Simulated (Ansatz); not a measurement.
# Nb3Au2: which shell does photoemission see at 21.2 and 100 eV? (r²SCAN)

The valence band of Nb3Au2 mixes several shells. Work out by hand which one leads the spectrum's area at each photon energy.

Filled states come from the projected DOS of Ansatz 0.2.0 (r²SCAN, plane waves); cross sections σ and asymmetry parameters β are those of free atoms in a Dirac–Hartree–Slater calculation. A shell's area is states × σ × angular factor, which is 1 − β·P₂(cos θ)/2 for unpolarised light, with θ = 90° from the beam and P₂ = -0.500.

**At 21.2 eV** (states counted from 10.7 eV below the zero; other shells add 0.43 to the products' sum of 128):

| shell | filled states a cell | cross section (Mb an electron) | β | angular factor | product | share by hand (%) | share in the simulated spectrum (%) |
| --- | --- | --- | --- | --- | --- | --- | --- |
| Au 5d | 19.09 | 3.02 | -0.11 | 0.97 | 56.2 | 44 | 44 |
| Nb 4d | 12.81 | 5.05 | 0.44 | 1.11 | 71.9 | 56 | 56 |

**At 100 eV** (states counted from 10.7 eV below the zero; other shells add 0.071 to the products' sum of 5.27):

| shell | filled states a cell | cross section (Mb an electron) | β | angular factor | product | share by hand (%) | share in the simulated spectrum (%) |
| --- | --- | --- | --- | --- | --- | --- | --- |
| Au 5d | 19.09 | 0.182 | 1.71 | 1.43 | 4.96 | 94 | 94 |
| Nb 4d | 12.81 | 0.0226 | -0.73 | 0.82 | 0.237 | 4 | 4 |

Nb 4d leads at 21.2 eV and Au 5d at 100 eV. Between the two energies σ of Nb 4d changes by a factor 0.0045 and that of Au 5d by 0.060, so their ratio moves 13-fold in favour of the second. The simulated spectrum uses the same rule on the energy-resolved DOS, so the two share columns agree within a few points.

Only crystals where the two columns agree within 4 points and the lead is clear are worked in this form. Free-atom cross sections ignore the solid's final states, no escape depth or background enters, and the count of states a shell hangs on the projection.
